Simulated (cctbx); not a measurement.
# Lattice, Laue class and space group of a new crystal

Cell: a = 6.6530 Å, b = 6.9350 Å, c = 9.4770 Å, α = 90.00°, β = 96.16°, γ = 90.00°. Expected content of the cell: Ir4 Sc18.

Simulated single-crystal data (cctbx): Ag Kα, λ = 0.56087 Å, to d = 0.8 Å, 80 % of the full sphere, strongest reflection 70000 counts, noise from counting, a 4 % proportional error and a noise floor of 8 counts (s.d.); no absorption.

A first pass over the reflections prints:

```text
2842 reflections to d = 0.800 A
centring   violations  <I/sigma> of those
    A       1216 of  1424     17.7
    B       1259 of  1412     18.2
    C       1303 of  1430     19.1
    I       1227 of  1411     17.9
    R       1693 of  1891     18.4
    F       1889 of  2133     18.3
Laue class    unique    Rint  (classes that these axes allow; Friedel mates merged)
P -1             1709   0.024
P 1 2/m 1         960   0.029
space group    extra absences  I>4sigma  <I/sigma>
P 1 2 1                 0          0         -  acentric
P 1 21 1                7          0       0.7  acentric
P 1 m 1                 0          0         -  acentric
P 1 c 1               124          0      -0.0  acentric
P 1 2/m 1               0          0         -  centric
P 1 21/m 1              7          0       0.7  centric
P 1 2/c 1             124          0      -0.0  centric
P 1 21/c 1            131          0       0.0  centric
Wilson B = 0.29 A^2   <|E^2-1|> = 0.940 (0.968 centric, 0.736 acentric)   E^2>4: 3.7 %
shell (A)         n   <I/sigma>
 9.42 - 1.60    131     26.1
 1.60 - 1.27    121     28.0
 1.27 - 1.11    117     32.7
 1.11 - 1.01    116     28.3
 1.01 - 0.94    119     29.6
 0.94 - 0.88    114     24.1
 0.88 - 0.84    119     27.9
 0.84 - 0.80    123     27.8
```

**Question.** What are the lattice type, the Laue class and the likely space group?

Every centring test has many violations, so the lattice is primitive.

Rint stays low (0.024 to 0.029) up to P 1 2/m 1, the highest class in these axes.

8 settings pass the absence test. The most absences obeyed, 131, belong to P 1 21/c 1 alone.

⟨|E²−1|⟩ = 0.940 leans to a centrosymmetric structure. The Wilson B of 0.29 Å² means U ≈ 0.0037 Å².

The true group is P2_1/c (no. 14), Laue class 2/m, centrosymmetric. The tables fix it.

This is a model crystal, built by substitution and not relaxed, with assumed displacement parameters.

[Logs are printed without paths, hosts, clocks, repeated set-up lines and the standing remarks that a program may print on its own settings, such as how far it seeks lower states.]
